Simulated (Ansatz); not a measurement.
# LaP (model cell, started as CsCl type): a soft mode frozen in, part 3 of 3

Wanted: the energy along a soft mode of LaP (model cell, started as CsCl type) and the structure at the end.

Ansatz 0.2.0; DFT PBE, scalar-relativistic, plane waves, PAW.

So far. Step 5 (Energy along the mode, all amplitudes (two of the runs …): The lowest of the steps tried is at 0.45 Å, 28.3 meV/atom below the parent; the bottom of the well need not coincide with a step. Step 7 (The new phase in its own primitive cell): The largest force component left is 0.081 meV/Å and the pressure is 0.000 GPa, within the tolerances set. The cell now holds 24.75 Å³/atom. The relaxed cell has a, b, c = 7.332, 14.700, 3.674 Å (conventional setting).

The structure was built from a prototype and need not be the compound's stable phase.

## (8) Modes of the new phase, k-mesh 6×6×8

A relaxed structure may still be a saddle point, so its zone-centre modes are computed. No field response is asked, since the mesh shows no gap.

Contents of input.yaml:

```yaml
crystal:
  lattice:
    - [3.665974742, -7.3498953412, 0.0]
    - [3.665974742, 7.3498953412, 0.0]
    - [0.0, 0.0, 3.6744655453]
  atoms:
    - { symbol: La, position: [0.25, 0.75, 0.8490344705] }
    - { symbol: La, position: [0.75, 0.25, 0.1509655295] }
    - { symbol: La, position: [0.5, 0.5, 0.0] }
    - { symbol: La, position: [0.0, 0.0, 0.0] }
    - { symbol: P, position: [0.8714231353, 0.6285768647, 0.5] }
    - { symbol: P, position: [0.3714231353, 0.1285768647, 0.5] }
    - { symbol: P, position: [0.1285768647, 0.3714231353, 0.5] }
    - { symbol: P, position: [0.6285768647, 0.8714231353, 0.5] }
kpoints:
  mp_grid: { grid: [6, 6, 8] }
hamiltonian:
  xc: pbe
scf:
  occupations: { method: methfessel_paxton, width: 0.15 }
output:
  eigenvalues: true
phonons:
  method: dfpt
```

Launch:

```
$ ansatz run input.yaml --threads 4 --pin off --max-ram 7168MiB --backend cpu --events-out ev --progress --plain --runs-dir out
```

Numbers of over 12 decimals in the logs are rounded to 6 here.

Log:

```text
[...]
Crystal: 8 atoms, lattice volume = 198.013 Å³
Basis set: ecut = 420 eV, 3833 PW (Γ), exchange–correlation on 120×120×50 points (8 copies of the dense FFT grid, shifted against one another)
Bands: 40, of which v1, the nominal top of the filled ones, is band 32 counted from 1 (31 counted from 0)
Symmetry: 8 space group operations
k-points: 148 of 288 (irreducible under 1 space group operation, time reversal used)
[...]
SCF iter   1: F=—  HF=-28033.106198 eV  |F-HF|=—  |Δ(HF+E_count)|=         —  Δρ=4.37e-3  dr2=3.98e-2  ethr=1.77e-3  ⟨swp⟩=7.0  Hψ=29465  notcnv=0
[...]
SCF iter  10: F=-28033.102204 eV  HF=-28033.102204 eV  |F-HF|=7.28e-12  |Δ(HF+E_count)|=  3.64e-12  S|Δr|=    0.00e0  Δρ=4.24e-8  dr2=4.64e-12  ethr=1.00e-12  ⟨swp⟩=20.6  Hψ=41197  notcnv=0
SCF 1 converged in 10 iterations: F = -28033.102204 eV  dr2 = 4.64e-12
[...]
DFPT response loops at Γ: preconditioner auto → Kerker (q_TF=auto, 2.260 Å⁻¹) (partly filled bands, converged f_vac=0.000); β = 1.00, the filter's whole step (`scf.mixing.beta` (0.50) is not read by the response loops under this deck's `scf.mixing.preconditioner`; to damp them name `kerker` or `kerker_dos`, under which they read `scf.mixing.beta`, and type it under 1.00, their step now; both keys bind the ground state too); Broyden in place of MSR1
SCF converged after 10 iterations
[...]
Free energy (F): -28033.102204 eV
[...]
Internal energy: -28033.106289 eV  (E = F + TS)
E sigma→0 (E₀):  -28033.103226 eV
Entropy (-TS):   0.004085 eV (0.511 meV/atom)
Fermi energy:    10.923694 eV
[...]
--- Band table (eV; the first three rows and the last of 148) ---
  k-point 0: bands = [... 28 lower, 10.3352, 10.5408, 10.6216, 10.9708, 11.0315, 11.0343, 11.6274, 11.8995, ... 4 higher]
  k-point 1: bands = [... 28 lower, 10.4564, 10.7262, 10.7539, 10.8666, 10.8756, 11.0704, 11.8708, 12.1327, ... 4 higher]
  k-point 2: bands = [... 28 lower, 10.1022, 10.4736, 10.4934, 10.6489, 10.7949, 11.8796, 12.3951, 12.6056, ... 4 higher]
  k-point 147: bands = [... 28 lower, 9.3663, 10.2585, 10.5157, 10.8658, 11.3233, 11.6075, 12.3920, 12.9522, ... 4 higher]
--- Phonons (Γ-DFPT): 9 representative perturbations + reference, on 148 of 288 k-points (Σ response iterations 34) ---
  k mesh reduced under 1 symmetry operation, with k and −k counted as one. Each operation leaves every solved perturbation unchanged. A smaller set is not used because it would not reduce the number of displacements times k-points to solve
  ASR residual: 5.827e-5 → 0.000e0 eV/Å²; symmetrization residual: 3.388e-6 eV/Å²
  ASR residual per site (eV/Å²): 2.39e-5 2.39e-5 5.83e-5 5.83e-5 1.52e-5 1.52e-5 1.52e-5 1.52e-5
  Γ frequencies (cm⁻¹): -71.34 -70.12 -38.25 0.00 0.00 0.00 30.91 55.87 70.23 78.16 84.34 118.99 120.02 123.63 123.98 138.40 155.64 170.42 199.63 200.92 210.18 266.61 270.10 281.28
  non-analytic LO–TO correction: not included (Born effective charges unavailable; polar crystals: no LO–TO splitting at Γ)
```

Run time: 7.8 min. Hardware: 4 threads of Arm Neoverse V2, shared host; peak memory 4.9 GiB.

This step gave:

| Property | Result |
| --- | --- |
| sum-rule residual before enforcement | 5.83e-5 eV/Å² |
| point group | mmm |
| highest optical mode at the zone centre (no LO-TO term) | 281.3 cm⁻¹ |
| lowest optical zone-centre mode | -71.34 cm⁻¹ |

Patterns of degenerate modes are one choice out of their space. Modes at Γ, with each element's share of the kinetic energy (negative means imaginary):

```
mode  frequency (cm⁻¹)  symmetry  La %  P %
   1             -71.3       B3u    40   60
   2             -70.1       B2u   100    0
   3             -38.2       B1u    95    5
   4               0.0  acoustic    82   18
   5               0.0  acoustic    82   18
   6               0.0  acoustic    82   18
   7              30.9       B3u    61   39
   8              55.9       B3g    75   25
   9              70.2        Ag    98    2
  10              78.2       B1u    91    9
  11              84.3       B1g     0  100
  12             119.0       B2u    42   58
  13             120.0       B2g    98    2
  14             123.6        Au    99    1
  15             124.0       B1u    29   71
  16             138.4       B3g    23   77
  17             155.6       B2u    76   24
  18             170.4       B3u    17   83
  19             199.6       B1g     0  100
  20             200.9       B2g     2   98
  21             210.2        Au     1   99
  22             266.6       B3g     2   98
  23             270.1       B1u     3   97
  24             281.3        Ag     2   98
```

Displacements in mode 1 (-71.3 cm⁻¹), the largest set to 1:
```
La1  0.49  0.00  0.00
La2  0.49  0.00  0.00
La3 -0.32  0.00  0.00
La4 -0.32  0.00  0.00
P5  -0.38  0.00  1.00
P6  -0.38  0.00 -1.00
P7  -0.38  0.00  1.00
P8  -0.38  0.00 -1.00
```

Displacements in mode 22 (266.6 cm⁻¹), the largest set to 1:
```
La1  0.00 -0.11  0.00
La2  0.00  0.11  0.00
La3  0.00  0.00  0.00
La4  0.00  0.00  0.00
P5  -1.00  0.00 -0.29
P6   1.00  0.00 -0.29
P7   1.00  0.00  0.29
P8  -1.00  0.00  0.29
```

Before it was imposed, the acoustic sum rule was missed by 5.8e-5 eV/Å². Small misses are needed for a sound result but don't prove that mesh and cutoff are converged. The lowest optical mode is imaginary, 71.3i cm⁻¹, so the energy falls along it.

## (9) The phases reached

The phases reached along the modes that were followed are set side by side.

Energies are those of the first relaxation, on the mesh of the frozen mode; space group, volume and gap are those of the last relaxation. Phases, by row:

```
               mode frozen in  space group  energy from parent (meV/atom)  volume (Å³/atom)  gap on mesh (eV)  lowest zone-centre optical mode (cm⁻¹)  largest shift (Å)
                       parent        Pm-3m                              0             24.14                 0                                       –                  –
q = (0, -0.5, -0.5), 73i cm⁻¹       P4/nmm                         -78.57             25.34                 0                                    82.7              0.558
q = (0, 0.25, -0.5), 70i cm⁻¹         Cmme                         -35.24             24.75                 0                                   -71.3              0.555
```

## (10) Results

```yaml
unstable_mode_of_the_parent: q = (0, 0.25, -0.5), 70i cm⁻¹
depth_at_the_lowest_point_sampled: 28.3 meV/atom
largest_atomic_shift_at_that_point: 0.45 Å
space_group_reached_within_0p01_a: Cmme
energy_gained_over_the_parent_first_relaxation_on_the_mesh_of_the_frozen_mode: 35.2 meV/atom
volume_per_atom_phase_reached: 24.8 Å³
lowest_optical_zone_centre_mode_phase_reached: -71.3 cm⁻¹
highest_optical_mode_at_the_zone_centre_no_lo_to_term_phase_reached: 281 cm⁻¹
```

What this shows: Along this mode the structure falls into Cmme, 35.2 meV/atom below the parent. At the parent's cell the well is 28.32 meV/atom deep on the steps tried, with its lowest point at a shift of 0.45 Å. Relaxing atoms and cell changes the gain by +6.92 meV/atom against the lowest step (energies at zero smearing). The new phase still has an imaginary mode at the zone centre of its cell, so it is a saddle point on the way to a lower structure. Of the 2 patterns followed to their end from this parent, this one ends 43.3 meV/atom above the lowest, P4/nmm. Each path keeps the symmetry of its pattern, so a lower phase may lie along a pattern not tried. With no gap, or one that is small against the smearing, the frequencies hang on the k mesh and the smearing, most of all near Kohn anomalies. A semilocal functional can close a gap that the real compound would have, so the metallic treatment may be an artefact of the level. Spin-orbit coupling is left out, which can matter for the heavy elements here. A phonon run warned that its eigensolver left some bands unconverged in a pass. The starting cell was built on a prototype and not taken from a measurement, so the phase need not exist.

[Logs are printed without paths, hosts, clocks, repeated set-up lines and the standing remarks that a program may print on its own settings, such as how far it seeks lower states.]

[Hosts, paths, dates, database ids (printed as entryN), source tags and the programs' standing remarks are cut or masked in the printed files.]
